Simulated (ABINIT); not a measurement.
# AlGaN2 (P3m1): G0W0 with ABINIT, start to end, part 3 of 3

Wanted: ground state, empty states, screening and self-energy for AlGaN2 (P3m1).

ABINIT 10.8.3; LDA and many-body steps on it, plane waves. Known limits of the many-body steps: not at the basis limit; no spin-orbit coupling; coarse k mesh.

So far. Step 3 (Bands along the symmetry lines): The gap is 2.908 eV, as in the run before at this level. Step 4 (Empty states on the mesh, 3×3×2 mesh, 38 bands): On this mesh the gap is 2.908 eV.

**5. Screening, 3×3×2 mesh, 34 bands, screening to 87.1 eV**

The RPA dielectric matrix is built and inverted for each q.

This step: RPA screening on LDA, plane waves, norm-conserving pseudopotentials.

Input file run.abi:

```
acell 3*1.0 Angstrom
rprim 
  3.145282644058 -0.000000000015 0.000000000000
  -1.572641322016 2.723894671844 0.000000000000
  0.000000000000 0.000000000000 5.096893730000
ntypat 3
znucl 13 31 7
natom 4
typat 1 2 3 3
xred 
  0.000000000000 0.000000000000 0.999263770000
  0.666666666667 0.333333333333 0.497174210000
  0.666666666667 0.333333333333 0.111803640000
  0.000000000000 0.000000000000 0.628158390000
pp_dirpath "pseudos"
pseudos "Al.upf, Ga.upf, N.upf"
ecut 45
ngkpt 3 3 2
nshiftk 1
shiftk 0 0 0
kptopt 1
chksymbreak 0
istwfk *1
occopt 1
irdwfk 1
optdriver 3
nband 34
ecuteps 3.2
inclvkb 2
awtr 1
symchi 1
indata_prefix "in"
outdata_prefix "out"
tmpdata_prefix "tmp"
```

Launch:

```console
$ OMP_NUM_THREADS=1 mpirun -n 4 abinit run.abi > log
```

Numbers of over 12 decimals in the logs are rounded to 6 here.

The log of the run:

```text
.Version 10.8.3 of ABINIT. v10.8.2 released Aug 2026.

 Symmetries : space group P3 m 1 (#156); Bravais hP (primitive hexag.)
[... echo of the input left out ...]
== DATASET  1 ==================================================================
-   mpi_nproc: 4, omp_nthreads: 1 (-1 if OMP is not activated)

--- !DatasetInfo
iteration_state: {dtset: 1, }
dimensions: {natom: 4, nkpt: 6, mband: 34, nsppol: 1, nspinor: 1, nspden: 1, mpw: 4266, }
cutoff_energies: {ecut:  45.0, pawecutdg:  -1.0, }
electrons: {nelect:   3.40000000E+01, charge:   0.00000000E+00, occopt:   1.00000000E+00, tsmear:   1.00000000E-02, }

 SCREENING: Calculation of the susceptibility and dielectric matrices

 Based on a program developped by R.W. Godby, V. Olevano, G. Onida, and L. Reining.
 Incorporated in ABINIT by V. Olevano, G.-M. Rignanese, and M. Torrent.
.Using double precision arithmetic ; gwpc =  8

[... cell and pseudopotentials left out ...]
--------------------------------------------------------------------------------

 ==== K-mesh for the wavefunctions ====
 Number of points in the irreducible wedge :     6
[... list of points left out ...]
 Together with  6 symmetry operations and time-reversal symmetry
 yields    18 points in the full Brillouin Zone.

 ==== Q-mesh for the screening function ====
 Number of points in the irreducible wedge :     6
[... list of points left out ...]
 Together with  6 symmetry operations and time-reversal symmetry
 yields    18 points in the full Brillouin Zone.

 setmesh: FFT mesh size selected  =    20x   20x   40
          total number of points  =        16000

 vcoul_init : cutoff-mode = AUXILIARY_FUNCTION
 q-points for optical limit:   1
     1)      0.000010    0.000020    0.000030

- screening: taking advantage of time-reversal symmetry
- Maximum band index for partially occupied states nbvw = 17
- Remaining bands to be divided among processors   nbcw = 17
- Number of bands treated by each node ~4

 Number of electrons calculated from density =   34.0000; Expected =   34.0000
 average of density, n =  0.115379
 r_s =    1.2743
 omega_plasma =   32.7657 [eV]

 calculating chi0 at frequencies [eV] :
  1    0.000000E+00    0.000000E+00
  2    0.000000E+00    3.276566E+01

--------------------------------------------------------------------------------
  q-point number  1        q = ( 0.000000, 0.000000, 0.000000) [r.l.u.]
--------------------------------------------------------------------------------
[... chi0 elements left out ...]
 For q-point:  0.000010 0.000020 0.000030
  dielectric constant =   6.4702
  dielectric constant without local fields =   6.9533

  Average fulfillment of the sum rule on Im[epsilon] for q-point    1 :     19.55  [%]
[... wings left out ...]
  q-point number  2        q = ( 0.333333, 0.000000, 0.000000) [r.l.u.]
--------------------------------------------------------------------------------
[... chi0 elements left out ...]
  Average fulfillment of the sum rule on Im[epsilon] for q-point    2 :     25.54  [%]

 [... 4 further q-points ...]
```

It took 5 s on 4 MPI ranks of Intel Xeon Platinum 8559C (Emerald Rapids), shared host; peak memory 0.45 GiB.

This step gave:

- ε∞ with local fields, on this mesh, along the program's q direction: 6.470
- the same without local fields: 6.953
- plasma frequency: 32.77 eV
- plane waves in the screening matrix: 97

Local fields lower ε∞ by 7 %. On a Γ-centred mesh this coarse the value itself is usually too large, while a short band sum pulls it down.

**6. Self-energy, 3×3×2 mesh, 34 bands, screening to 87.1 eV**

The self-energy is evaluated for the states that the input lists, and the levels follow from it, in one-shot runs by the linearised quasiparticle equation.

This step: G0W0 on LDA, plane waves, norm-conserving pseudopotentials.

Changes to run.abi since step 5:

```diff
@@ -25,8 +25,15 @@
 irdwfk 1
-optdriver 3
+optdriver 4
 nband 34
+gwcalctyp 0
+ecutsigx 45
+symsigma 1
+nkptgw 1
+kptgw 
+  0.0000000000 0.0000000000 0.0000000000
+bdgw 
+  16 19
 ecuteps 3.2
-inclvkb 2
-awtr 1
-symchi 1
+irdscr 1
+ppmodel 1
 indata_prefix "in"
```

The log of the run:

```text
.Version 10.8.3 of ABINIT. v10.8.2 released Aug 2026.

 Symmetries : space group P3 m 1 (#156); Bravais hP (primitive hexag.)
[... echo of the input left out ...]
== DATASET  1 ==================================================================
-   mpi_nproc: 4, omp_nthreads: 1 (-1 if OMP is not activated)

--- !DatasetInfo
iteration_state: {dtset: 1, }
dimensions: {natom: 4, nkpt: 6, mband: 34, nsppol: 1, nspinor: 1, nspden: 1, mpw: 4266, }
cutoff_energies: {ecut:  45.0, pawecutdg:  -1.0, }
electrons: {nelect:   3.40000000E+01, charge:   0.00000000E+00, occopt:   1.00000000E+00, tsmear:   1.00000000E-02, }

 SIGMA: Calculation of the GW corrections

 Based on a program developped by R.W. Godby, V. Olevano, G. Onida, and L. Reining.
 Incorporated in ABINIT by V. Olevano, G.-M. Rignanese, and M. Torrent.
.Using double precision arithmetic ; gwpc =  8

[... cell and pseudopotentials left out ...]
--------------------------------------------------------------------------------

 ==== K-mesh for the wavefunctions ====
 Number of points in the irreducible wedge :     6
[... list of points left out ...]
 Together with  6 symmetry operations and time-reversal symmetry
 yields    18 points in the full Brillouin Zone.

 ==== Q-mesh for screening function ====
 Number of points in the irreducible wedge :     6
[... list of points left out ...]
 Together with  6 symmetry operations and time-reversal symmetry
 yields    18 points in the full Brillouin Zone.

 vcoul_init : cutoff-mode = AUXILIARY_FUNCTION
 q-points for optical limit:   1
     1)      0.000010    0.000020    0.000030
 setmesh: FFT mesh size selected  =    32x   32x   60
          total number of points  =        61440

 Number of electrons calculated from density =   34.0000; Expected =   34.0000
 average of density, n =  0.115379
 r_s =    1.2743
 omega_plasma =   32.7657 [eV]

 === KS Band Gaps ===
  >>>> For spin  1
   Minimum direct gap =   2.9086 [eV], located at k-point      :   0.0000  0.0000  0.0000
   Fundamental gap    =   2.9086 [eV], Top of valence bands at :   0.0000  0.0000  0.0000
                                       Bottom of conduction at :   0.0000  0.0000  0.0000
 SIGMA fundamental parameters:
 PLASMON POLE MODEL  1
 number of plane-waves for SigmaX                 4247
 number of plane-waves for SigmaC and W             97
 number of plane-waves for wavefunctions          4247
 number of bands                                    34
 number of independent spin polarizations            1
 number of spinorial components                      1
 number of k-points in IBZ                           6
 number of q-points in IBZ                           6
 number of symmetry operations                       6
 number of k-points in BZ                           18
 number of q-points in BZ                           18
 number of frequencies for dSigma/dE                 9
 frequency step for dSigma/dE [eV]                0.25
 number of omega for Sigma on real axis              0
 max omega for Sigma on real axis  [eV]           0.00
 zcut for avoiding poles [eV]                     0.10

 EPSILON^-1 parameters (SCR file):
 dimension of the eps^-1 matrix on file             97
 dimension of the eps^-1 matrix used                97
 number of plane-waves for wavefunctions          4247
 number of bands                                    34
 number of q-points in IBZ                           6
 number of frequencies                               2
 number of real frequencies                          1
 number of imag frequencies                          1

 matrix elements of self-energy operator (all in [eV])

 Perturbative Calculation

--- !SelfEnergy_ee
iteration_state: {dtset: 1, }
kpoint     : [   0.000,    0.000,    0.000, ]
spin       : 1
KS_gap     :    2.909
QP_gap     :    4.224
Delta_QP_KS:    1.316
data: !SigmaeeData |
     Band     E0 <VxcDFT>   SigX SigC(E0)      Z dSigC/dE  Sig(E)    E-E0       E
       16   6.183 -18.366 -22.106   4.118   0.795  -0.258 -18.065   0.301   6.484
       17   6.183 -18.366 -22.106   4.118   0.795  -0.258 -18.065   0.301   6.484
       18   9.091 -14.122  -9.124  -3.029   0.821  -0.218 -12.505   1.617  10.708
       19  11.659 -12.495  -6.907  -3.490   0.832  -0.202 -10.751   1.744  13.403

== END DATASET(S) ==============================================================
================================================================================

 -outvars: echo values of variables after computation  --------
           etotal      0.0000000000E+00
            nband          34
             nkpt           6
          spgroup         156
 [... the other variables as echoed above ...]

 Calculation completed.
```

The job ended after 3.5 s (4 MPI ranks; peak memory 0.43 GiB).

This step gave:

| Quantity | Value |
| --- | --- |
| G0W0 gap on the points computed | 4.224 eV |
| starting gap on the mesh | 2.908 eV |
| k of the valence top | 0, 0, 0 |
| k of the conduction bottom | 0, 0, 0 |
| Z at the valence top | 0.795 |
| Z at the conduction bottom | 0.821 |
| least direct G0W0 gap on the computed points | 4.224 eV |

The gap on the mesh goes from 2.91 eV to 4.22 eV, a correction of +1.32 eV.

Limits: finite bands, cutoff and mesh; no spin-orbit coupling; coarse k mesh. v1 is the top filled band, c1 the lowest empty one. Levels before and after the correction, in eV, zero at the valence-band top of each column:

|  | conduction bottom | valence top |
| --- | --- | --- |
| Kohn-Sham | 2.91 | 0.00 |
| G0W0 | 4.22 | 0.00 |

|  | level | energy (eV) |
| --- | --- | --- |
| Kohn-Sham | Γ v2-v1 | 0.000 |
| Kohn-Sham | Γ c1 | 2.908 |
| Kohn-Sham | Γ c2 | 5.477 |
| G0W0 | Γ v2-v1 | 0.000 |
| G0W0 | Γ c1 | 4.224 |
| G0W0 | Γ c2 | 6.919 |

**7. Where the time went**

Times are wall times on 4 MPI ranks of Intel Xeon Platinum 8559C (Emerald Rapids), shared host, good to a factor of about two.

| step | time | share | memory (GiB) |
| --- | --- | --- | --- |
| ground state | 26 s | 34 % | 0.37 |
| bands along the symmetry lines | 34 s | 45 % | 0.41 |
| empty states on the mesh | 8.3 s | 11 % | 0.31 |
| screening | 5 s | 7 % | 0.45 |
| self-energy | 3.5 s | 5 % | 0.43 |

**8. What came out**

```json
{
  "LDA gap": "2.91 eV, direct",
  "G0W0 gap on the mesh": "4.22 eV",
  "GW settings": "3×3×2 mesh, 34 bands, screening to 87.1 eV, Godby-Needs plasmon pole",
  "known limits": "not at the basis limit; no spin-orbit coupling; coarse k mesh"
}
```

In words: G0W0 moves the gap on the mesh from 2.91 eV to 4.22 eV (+1.32 eV), with Z of 0.80 and 0.82 at the edges. Local fields lower the RPA ε∞ on this mesh from 6.95 to 6.47; a Γ-centred mesh this coarse tends to raise both, most where the direct gap is narrow, while a short band sum lowers them. Only 1 of the mesh's irreducible points was corrected, so a valley elsewhere could overtake. Bands and cutoff are finite, so the gap is not at the basis limit. The miss can reach some tenths of an eV and take either sign; the mesh is an error of its own. In the G0W0 run levels were corrected at 1 k point alone, so a gap called «on the mesh» is the least over those, and an edge elsewhere would be missed. The 3×3×2 mesh is coarse for this cell, which bears on the long-range parts of exchange and screening. The many-body steps are scalar-relativistic: spin-orbit coupling is not in them.

[Paths, hosts, dates, memory and timing lines, banners, echoed tables and standing remarks are left out of the program output.]

[Logs are printed without paths, hosts, clocks, repeated set-up lines and the standing remarks that a program may print on its own settings, such as how far it seeks lower states.]

[Runs of the session that timed out or met a known fault of the program may be left out.]

[Hosts, paths, dates, database ids (printed as entryN), source tags and the programs' standing remarks are cut or masked in the printed files.]

[G0W0 gaps are taken among the corrected bands and points alone; a level outside them can change the order at an edge.]

[Where Ansatz stands beside ABINIT at settings called matched, ABINIT's density can come from a denser mesh and the files from another edition; pairs whose starting gaps differed by over 0.03 eV were left out, so agreement reads better than it is.]
